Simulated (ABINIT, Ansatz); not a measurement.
**SiSnTeSe2 (P4/mmm): zone-centre phonons**

Aim: the zone-centre modes of SiSnTeSe2 (P4/mmm).

Main program and level: ABINIT 10.8.3; DFT LDA, scalar-relativistic, plane waves, HGH norm-conserving pseudopotentials.

Most raw output is cut from this account.

The structure was built from a prototype and need not be the compound's stable phase.

## Step 1: Set-up

The structure is tetragonal, space group P4/mmm (No. 123). Conventional cell: a = 4.745 Å, b = 4.745 Å, c = 5.312 Å, α = 90.00°, β = 90.00°, γ = 90.00°. Sn has 4 Te at 3.36 Å nearest. Nearest to Si lie 4 Se at 2.37 Å and 2 Te at 2.66 Å. Nearest to Se lie 2 Si at 2.37 Å. Nearest to Te lie 2 Si at 2.66 Å and 4 Sn at 3.36 Å. Farther neighbours and most contacts between anions are not listed.

## Step 2: Relaxation

The harmonic expansion needs vanishing forces, and a free crystal bears no stress, so cell and atoms are brought to rest. Stress is more sensitive to the basis than forces are: the last 3 Ha under the cutoff are smoothed with ecutsm, and the cutoff is raised above that of the later runs.

The starting cell comes from a relaxation made beforehand in Ansatz (LDA, PseudoDojo NC).

relax.abi reads:

```
# relaxation
ionmov 2
optcell 2
dilatmx 1.08
ntime 40
tolmxf 1.0d-05
tolvrs 1.0d-14
prtwf 0
prtden 0
chksymtnons 0

# basis, mesh and filling
ecut 26.0
ecutsm 3.0
ixc 7
ngkpt 6 6 4
nshiftk 1
shiftk 0.0 0.0 0.0
istwfk *1
occopt 6
tsmear 0.01
nband 20
nstep 100
diemac 1000000.0
prtebands 0
prtgsr 0

# cell and atoms
acell 3*1.0 Angstrom
rprim 
    4.744916501 0.0 0.0
    0.0 4.744916501 0.0
    0.0 0.0 5.312302875
ntypat 4
znucl 50 14 34 52
natom 5
typat 1 2 3 3 4
xred 
    0.0 0.0 0.0
    0.5 0.5 0.5
    0.5 0.0 0.5
    0.0 0.5 0.5
    0.5 0.5 0.0
pp_dirpath "./pseudo"
pseudos "Sn.hgh, Si.hgh, Se.hgh, Te.hgh"
```

Command:

```bash
OMP_NUM_THREADS=1 mpirun -n 4 abinit relax.abi > relax.log
```

Wall time 3 min (4 MPI ranks of Arm Neoverse V1, shared host).

Relaxation path:

```
step  energy less that of the first step (eV)  largest force (eV/Å)  volume (Å³)
   1                                   0.0000                0.0000       119.60
   2                                  -0.0001                0.0000       119.59
   3                                  -0.0007                0.0000       119.46
   4                                  -0.0007                0.0000       119.49
   5                                  -0.0007                0.0000       119.59
```

```
conventional cell, symmetrised  before  after  change
                         a (Å)   4.745  4.735  -0.2 %
                         b (Å)   4.745  4.735  -0.2 %
                         c (Å)   5.312  5.335  +0.4 %
              volume (Å³/atom)   23.92  23.92  -0.0 %
```

The relaxed structure:

```xyz
5
Lattice="4.7347 0.0000 0.0000 0.0000 4.7347 0.0000 0.0000 0.0000 5.3347" Properties=species:S:1:pos:R:3 pbc="T T T"
Sn    0.0000    0.0000    0.0000
Si    2.3674    2.3674    2.6673
Se    2.3674    0.0000    2.6673
Se    0.0000    2.3674    2.6673
Te    2.3674    2.3674    0.0000
```

This step gave:

```yaml
volume_per_atom: 23.92 Å³
pressure: 0.001169 GPa
gap_on_the_k_mesh: 0 eV
```

## Step 3: Ground state

The response is built on these wavefunctions, so the potential is converged far more tightly than an energy would need. Occupations are smeared.

gs.abi reads:

```
# ground state
tolvrs 1.0d-16
prtden 1
prtwf 1

# basis, mesh and filling
ecut 20.0
ixc 7
ngkpt 6 6 4
nshiftk 1
shiftk 0.0 0.0 0.0
istwfk *1
occopt 6
tsmear 0.01
nband 20
nstep 100
diemac 1000000.0
prtebands 0
prtgsr 0

# cell and atoms
acell 3*1.0 Angstrom
rprim 
    4.734718545 0.0 0.0
    0.0 4.734718545 0.0
    0.0 0.0 5.334650753
ntypat 4
znucl 50 14 34 52
natom 5
typat 1 2 3 3 4
xred 
    0.0 0.0 0.0
    0.5 0.5 0.5
    0.5 0.0 0.5
    0.0 0.5 0.5
    0.5 0.5 0.0
pp_dirpath "./pseudo"
pseudos "Sn.hgh, Si.hgh, Se.hgh, Te.hgh"
```

Command:

```bash
OMP_NUM_THREADS=1 mpirun -n 4 abinit gs.abi > gs.log
```

Elapsed: 30 s, on 4 MPI ranks; 2 min of CPU time.

Read from the output:

```
pressure : -0.7448 GPa
```

The cell stands at -0.74 GPa: the relaxation ran with a smoothed and higher cutoff, and the difference is a stress of the finite basis.

## Step 4: Zone-centre response

At q = 0 one unit cell holds all displacements. The response is solved for single atoms along the cell's directions, and symmetry skips those that follow from others. The crystal is treated as a metal, which screens a static field, so no field response is asked.

dfpt_gamma.abi reads:

```

# common to the responses
getwfk_filepath "gso_WFK"
kptopt 2
nqpt 1
qpt 0.0 0.0 0.0
asr 0
chneut 0

# displacements
rfphon 1
rfatpol 1 5
rfdir 1 1 1
tolvrs 1.0d-10
prtwf 0

# basis, mesh and filling
ecut 20.0
ixc 7
ngkpt 6 6 4
nshiftk 1
shiftk 0.0 0.0 0.0
istwfk *1
occopt 6
tsmear 0.01
nband 20
nstep 100
diemac 1000000.0
prtebands 0
prtgsr 0

# cell and atoms
acell 3*1.0 Angstrom
rprim 
    4.734718545 0.0 0.0
    0.0 4.734718545 0.0
    0.0 0.0 5.334650753
ntypat 4
znucl 50 14 34 52
natom 5
typat 1 2 3 3 4
xred 
    0.0 0.0 0.0
    0.5 0.5 0.5
    0.5 0.0 0.5
    0.0 0.5 0.5
    0.5 0.5 0.0
pp_dirpath "./pseudo"
pseudos "Sn.hgh, Si.hgh, Se.hgh, Te.hgh"
```

Command:

```bash
OMP_NUM_THREADS=1 mpirun -n 4 abinit dfpt_gamma.abi > dfpt_gamma.log
```

Elapsed: 5 min, on 4 MPI ranks; 20 min of CPU time.

Numbers from this step:

* largest acoustic frequency at the zone centre before the sum rule: 2.62 cm⁻¹
* highest optical zone-centre mode (no LO-TO term): 267.6 cm⁻¹
* lowest optical zone-centre mode: -139.8 cm⁻¹

The acoustic modes at Γ come out as far as 2.6 cm⁻¹ from zero, where they should vanish, a small numerical error. The lowest optical mode is imaginary, 140i cm⁻¹, an instability at this level and on this k mesh.

## Step 5: Modes with the sum rule

anaddb reads the merged derivatives and imposes the acoustic sum rule.

anaddb.abi reads:

```
ddb_filepath "gamma_DDB"
output_file "anaddb.abo"
outdata_prefix "anaddb"
asr 1
chneut 1
enunit 2
eivec 1
nph1l 1
qph1l 0.0 0.0 0.0 1.0
```

mrgddb.in reads:

```
gamma_DDB
merged
2
dfpt_gammao_DDB
gso_DDB
```

Command:

```bash
mrgddb < mrgddb.in > mrgddb.log
OMP_NUM_THREADS=1 anaddb anaddb.abi > anaddb.log
```

Elapsed: 0.5 s, on 1 thread.

Read from the output:

```yaml
highest_optical_zone_centre_mode_no_lo_to_term: 267.5 cm⁻¹
```

No LO-TO term; unit eigenvectors of the mass-weighted matrix, from anaddb's displacements. Modes at Γ, with each element's share of the kinetic energy (negative means imaginary):

```
mode  frequency (cm⁻¹)  Sn %  Si %  Se %  Te %
   1            -139.8     4    55    39     2
   2            -103.4    29    10    55     6
   3            -103.4    29    10    55     6
   4             -64.7    68    12     5    14
   5             -55.1    42    15    29    13
   6             -55.1    42    15    29    13
   7             -46.3     0     0   100     0
   8               0.0    27     6    37    30
   9               0.0    27     6    37    30
  10               0.0    27     6    37    30
  11              22.3     2    15    33    50
  12              22.3     2    15    33    50
  13             172.3     0    26    20    54
  14             267.5     0    54    45     1
  15             267.5     0    54    45     1
```

Displacements in mode 1 (-139.8 cm⁻¹), the largest set to 1:
```
Sn1  0.00  0.00  0.14
Si2  0.00  0.00  1.00
Se3  0.00  0.00 -0.35
Se4  0.00  0.00 -0.35
Te5  0.00  0.00  0.09
```

Displacements in mode 2 (-103.4 cm⁻¹), the largest set to 1:
```
Sn1  0.00 -0.61  0.00
Si2  0.00 -0.72  0.00
Se3  0.00 -0.28  0.00
Se4  0.00  1.00  0.00
Te5  0.00  0.28  0.00
```

The rule moves no optical mode by more than 0.2 cm⁻¹.

## Step 6: Cross-check with Ansatz

The same cell goes through another code, with its own cutoff. The potentials differ.

This step: DFT LDA, scalar-relativistic, plane waves, PseudoDojo norm-conserving pseudopotentials (Ansatz 0.2.0).

input.yaml reads:

```yaml
crystal:
  lattice:
    - [4.7347185446, 0.0, 0.0]
    - [0.0, 4.7347185446, 0.0]
    - [0.0, 0.0, 5.3346507526]
  atoms:
    - { symbol: Sn, position: [0.0, 0.0, 0.0] }
    - { symbol: Si, position: [0.5, 0.5, 0.5] }
    - { symbol: Se, position: [0.5, 0.0, 0.5] }
    - { symbol: Se, position: [0.0, 0.5, 0.5] }
    - { symbol: Te, position: [0.5, 0.5, 0.0] }
kpoints:
  mp_grid: { grid: [6, 6, 4] }
hamiltonian:
  xc: lda
  pseudopotentials: { kind: nc, accuracy: standard }
scf:
  occupations: { method: methfessel_paxton, width: 0.27211 }
output:
  eigenvalues: true
phonons:
  method: dfpt
```

Command:

```bash
ansatz run input.yaml --threads 4 --pin off --max-ram 8192MiB --backend cpu --events-out ev --progress --plain --runs-dir out
```

The job ended after 4.4 min (4 threads; peak memory 3.1 GiB; 17 min of CPU time).

Numbers from this step:

```
sum-rule residual before enforcement             : 1.39e-4 eV/Å²
highest optical zone-centre mode (no LO-TO term) : 278.5 cm⁻¹
lowest optical zone-centre mode                  : -138.2 cm⁻¹
```

## Step 7: Side by side: ABINIT HGH and Ansatz, PseudoDojo

Numbers from this step:

```yaml
root_mean_square_difference: 5.2 cm⁻¹
largest_difference: 10.99 cm⁻¹
```

The 12 of 12 modes that differ most. Frequencies side by side:

```
q (reciprocal lattice)  mode  ABINIT HGH (cm⁻¹)  Ansatz, PseudoDojo (cm⁻¹)
                 0 0 0     1             -139.8                     -138.2
                 0 0 0     2             -103.4                     -102.3
                 0 0 0     3             -103.4                     -102.3
                 0 0 0     4             -64.66                     -64.52
                 0 0 0     5             -55.13                     -52.75
                 0 0 0     6             -55.13                     -52.75
                 0 0 0     7             -46.26                     -51.02
                 0 0 0    11               22.3                      26.74
                 0 0 0    12               22.3                      26.74
                 0 0 0    13              172.3                      174.2
                 0 0 0    14              267.5                      278.5
                 0 0 0    15              267.5                      278.5
```

At the zone centre the largest difference (acoustic modes at Γ apart) is 4 % of the highest mode.

## Step 8: What came out

| Property | Result |
| --- | --- |
| space group after relaxation | P4/mmm |
| volume per atom | 23.9 Å³ |
| highest optical zone-centre mode (no LO-TO term) | 267.5 cm⁻¹ |
| lowest optical zone-centre mode | -139.8 cm⁻¹ |
| imaginary optical modes at the zone centre (no q mesh in this session) | yes |
| largest difference from Ansatz, PseudoDojo | 11.0 cm⁻¹ |

In words: At the LDA level the optical modes of SiSnTeSe2 (P4/mmm) at the zone centre run from 140i to 268 cm⁻¹, so the structure is a saddle point, with 7 modes beyond 10i cm⁻¹ there. The base run prints -0.74 GPa, mostly the error of a finite basis; the relaxation, with a smoothed and higher cutoff, had brought the cell to rest. ABINIT HGH and Ansatz, PseudoDojo differ by 5.2 cm⁻¹ in the root mean square and by 11.0 cm⁻¹ at most, 4.1 % of the highest mode compared (acoustic modes at Γ left out); the two use different potentials, and the cell was not relaxed for the second set. These are harmonic frequencies at zero temperature: anharmonic shifts and linewidths and thermal expansion are left out. Spin-orbit coupling is left out, which can matter for the heavy elements here. The HGH files keep few electrons and have no core correction, which is cheap but rough for Sn. In a metal the frequencies hang on the k mesh and the smearing, most of all near Kohn anomalies. The structure is a hypothetical one, built on a prototype.

[Host names and launcher messages were left out of these logs when they were recorded.]

[Logs are printed without paths, hosts, clocks, repeated set-up lines and the standing remarks that a program may print on its own settings, such as how far it seeks lower states.]

[Hosts, paths, dates, database ids (printed as entryN), source tags and the programs' standing remarks are cut or masked in the printed files.]
